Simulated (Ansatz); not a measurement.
# How fast states decay through Na2H2SO, part 2 of 2

Wanted: the relaxed cell of Na2H2SO, its band edges and its decay constants. It is built by putting S for part of the O in the NaHO structure of space group P2_1/m, with the volume rescaled by atomic radii. The parent structure comes from the Materials Project.

Ansatz 0.2.0; PBEsol DFT, plane waves, PAW files (the session's first sound run).

So far, gap on path (eV): step 3 (the bulk crystal and its band edges, PBEsol) 2.89; step 6 (PBEsol norm-conserving, cutoff 1197.3 eV) 2.89.

The structure was built from a prototype and need not be the compound's stable phase.

## Step 7: Complex bands at another level, cutoff 1197.3 eV

This step: PBEsol DFT, plane waves, norm-conserving files; complex bands by layer matching along the plane's normal (Ansatz 0.2.0).

The complex bands at that level, over its own gap, at (0, 0) and (0, -0.5).

File input.yaml:

```yaml
crystal:
  lattice:
    - [3.930841271, 0.0, 0.0]
    - [0.0, 6.022793384, 0.0]
    - [0.0, -0.57305033, 3.552501387]
  atoms:
    - { symbol: Na, position: [0.25, 0.7662104321, 0.6236000342] }
    - { symbol: Na, position: [0.75, 0.1384296143, 0.2162126739] }
    - { symbol: H, position: [0.25, 0.3960606034, 0.1118825204] }
    - { symbol: H, position: [0.75, 0.6328648602, 0.0668800213] }
    - { symbol: O, position: [0.75, 0.7772496034, 0.2334820826] }
    - { symbol: S, position: [0.25, 0.2891848865, 0.7479426676] }
kpoints:
  mp_grid: { grid: [6, 4, 6] }
scf:
  occupations: { method: fixed }
hamiltonian:
  xc: pbesol
  pseudopotentials: { kind: nc }
output:
  eigenvalues: true
  transmission:
    leads: [[0, 0]]
    kpoints: [[0.0, 0.0], [0.0, -0.5]]
    e_range: [-1.0, 3.89]
    de: 0.08
```

On the command line:

```bash
$ ansatz run input.yaml --threads 2 --pin off --max-ram 4096MiB --backend cpu --events-out ev --progress --plain --runs-dir out
```

It took 3.4 min on 2 threads of Intel Xeon 6975P-C (Granite Rapids), shared host; peak memory 2.3 GiB; 5.6 min of CPU time.

Numbers from this step:

* free energy: -3266.7325 eV
* Fermi energy: 2.010 eV
* decay constant at the filling level, zone centre: 0.2663 Å⁻¹
* decay constant at the filling level, slowest listed point: 0.2663 Å⁻¹

K parallel (0, 0); values up to 1.5 1/Å, a degenerate pair printed once or twice; energies at which all values exceed this have no row. Table of Im kz of the slowest decaying states by energy, zero at the highest filled level on the SCF mesh:

| energy (eV) | decay 1 (Å⁻¹) | decay 2 (Å⁻¹) | decay 3 (Å⁻¹) | decay 4 (Å⁻¹) |
| --- | --- | --- | --- | --- |
| -1.00 | 0.412 | 0.582 | 0.926 | 1.14 |
| -0.84 | 0.110 | 0.577 | 0.964 | 1.05 |
| -0.60 | 0.172 | 0.191 | 0.580 | 0.872 |
| -0.44 | 0.223 | 0.495 | 0.584 | 0.691 |
| -0.20 | 0.165 | 0.266 | 0.587 | 0.752 |
| -0.04 | 0.218 | 0.300 | 0.588 | 0.870 |
| 0.20 | 0.249 | 0.347 | 0.454 | 0.587 |
| 0.36 | 0.259 | 0.371 | 0.532 | 0.585 |
| 0.60 | 0.269 | 0.396 | 0.581 | 0.603 |
| 0.76 | 0.272 | 0.408 | 0.576 | 0.635 |
| 0.92 | 0.273 | 0.416 | 0.571 | 0.660 |
| 1.16 | 0.273 | 0.422 | 0.562 | 0.688 |
| 1.32 | 0.270 | 0.423 | 0.554 | 0.702 |
| 1.56 | 0.264 | 0.419 | 0.542 | 0.718 |
| 1.72 | 0.257 | 0.413 | 0.532 | 0.727 |
| 1.96 | 0.243 | 0.401 | 0.517 | 0.735 |
| 2.12 | 0.230 | 0.391 | 0.505 | 0.739 |
| 2.28 | 0.213 | 0.378 | 0.492 | 0.742 |
| 2.52 | 0.176 | 0.357 | 0.471 | 0.744 |
| 2.68 | 0.138 | 0.341 | 0.456 | 0.744 |
| 2.92 | 0.316 | 0.430 | 0.743 | 0.881 |
| 3.08 | 0.299 | 0.411 | 0.741 | 0.860 |
| 3.32 | 0.272 | 0.379 | 0.736 | 0.826 |
| 3.48 | 0.253 | 0.355 | 0.732 | 0.802 |
| 3.72 | 0.221 | 0.314 | 0.725 | 0.764 |
| 3.88 | 0.197 | 0.281 | 0.719 | 0.737 |

K parallel (0, -0.5); values up to 1.5 1/Å, a degenerate pair printed once or twice; energies at which all values exceed this have no row. Table of Im kz of the slowest decaying states by energy, zero at the highest filled level on the SCF mesh:

| energy (eV) | decay 1 (Å⁻¹) | decay 2 (Å⁻¹) | decay 3 (Å⁻¹) | decay 4 (Å⁻¹) |
| --- | --- | --- | --- | --- |
| -1.00 | 0.0759 | 0.310 | 0.730 | 0.765 |
| -0.76 | 0.0875 | 0.133 | 0.480 | 1.00 |
| -0.52 | 0.102 | 0.319 | 0.324 | 0.617 |
| -0.28 | 0.227 | 0.383 | 0.850 | 1.02 |
| -0.04 | 0.293 | 0.414 | 0.960 | 1.03 |
| 0.20 | 0.333 | 0.352 | 0.433 | 1.03 |
| 0.44 | 0.331 | 0.389 | 0.445 | 0.478 |
| 0.68 | 0.314 | 0.443 | 0.450 | 0.553 |
| 0.92 | 0.309 | 0.452 | 0.475 | 0.603 |
| 1.16 | 0.304 | 0.449 | 0.498 | 0.639 |
| 1.40 | 0.299 | 0.443 | 0.514 | 0.665 |
| 1.72 | 0.290 | 0.429 | 0.528 | 0.690 |
| 1.96 | 0.282 | 0.416 | 0.534 | 0.702 |
| 2.20 | 0.272 | 0.399 | 0.536 | 0.711 |
| 2.44 | 0.259 | 0.378 | 0.536 | 0.716 |
| 2.68 | 0.244 | 0.352 | 0.532 | 0.719 |
| 2.92 | 0.226 | 0.322 | 0.526 | 0.719 |
| 3.16 | 0.204 | 0.284 | 0.516 | 0.718 |
| 3.40 | 0.177 | 0.236 | 0.503 | 0.714 |
| 3.64 | 0.141 | 0.167 | 0.486 | 0.708 |
| 3.88 | 0.0838 | 0.463 | 0.701 | 0.847 |

At the listed wavevectors the last open channel is at -0.04 eV and the next at +2.92 eV on the grid. At +1.48 eV, the grid energy nearest the filling level (the middle of the gap on the SCF mesh), the slowest state at the listed wavevectors decays with κ = 0.266 Å⁻¹, its amplitude falling by e over 3.8 Å; the first such run, plane (100), gave 0.266 Å⁻¹ over as many of its listed wavevectors.

## Step 8: A repeat with changed settings

This step: PBEsol DFT, plane waves, PAW files; complex bands by layer matching along the plane's normal; changed: hamiltonian.pseudopotentials = {"kind": "paw", "source": "jth"}, kpoints.mp_grid.grid = [5, 3, 5], scf.mixing.preconditioner = "none" (Ansatz 0.2.0).

This run repeats an earlier one, its twin (the complex run, plane (100)), with four settings changed (kpoints.mp_grid.grid, scf.mixing.preconditioner, hamiltonian.pseudopotentials.kind, hamiltonian.pseudopotentials.source; files written aside). It is meant to test how the run responds to these settings. Where the input is shown as a difference, that is against the step before, not the twin.

Changes to input.yaml since step 7:

```diff
@@ -13,8 +13,9 @@
 kpoints:
-  mp_grid: { grid: [6, 4, 6] }
+  mp_grid: { grid: [5, 3, 5] }
 scf:
   occupations: { method: fixed }
+  mixing: { preconditioner: none }
 hamiltonian:
   xc: pbesol
-  pseudopotentials: { kind: nc }
+  pseudopotentials: { kind: paw, source: jth }
 output:
@@ -23,3 +24,3 @@
     leads: [[0, 0]]
-    kpoints: [[0.0, 0.0], [0.0, -0.5]]
+    kpoints: [[0.0, 0.0], [0.0, -0.5], [0.5, 0.0]]
     e_range: [-1.0, 3.89]
```

The job ended after 0.02 s (2 threads; peak memory 0.049 GiB).

The program refused the input before any cycle.

The program's message: “Error: inconsistent input (hamiltonian.pseudopotentials.source, hamiltonian.xc, hamiltonian.pseudopotentials.xc_functional): this build's library has no table of `source: jth` for `kind: paw` and the …”

## Step 9: What came out

| Property | Result |
| --- | --- |
| band gap | 2.89 eV |
| least decay constant at mid-gap, normal to (100) | 0.266 Å⁻¹ |
| least decay constant at mid-gap, normal to (001) | 0.319 Å⁻¹ |
| least decay constant, norm-conserving files | 0.266 Å⁻¹ |

**Reading.** With PBEsol, the slowest decay at the wavevectors tried is κ = 0.266 Å⁻¹, normal to (100). Through such a film the transmission near mid-gap falls as exp(−2κd), a factor of ten every 4.3 Å. The decay depends on direction: 1.2 times faster normal to (001). A free electron under a barrier of half the gap would need a mass of 0.19 mₑ to decay at this rate. With norm-conserving files the gap goes from 2.89 to 2.89 eV and the decay constant, over the first 2 listed wavevectors, from 0.266 to 0.266 Å⁻¹. The compound is made up by substitution; its stability against other phases and against distortions of the cell's symmetry was not tested. A semilocal functional narrows gaps, so real decay constants are likely larger.

[Logs are printed without paths, hosts, clocks, repeated set-up lines and the standing remarks that a program may print on its own settings, such as how far it seeks lower states.]

[Hosts, paths, dates, database ids (printed as entryN), source tags and the programs' standing remarks are cut or masked in the printed files.]
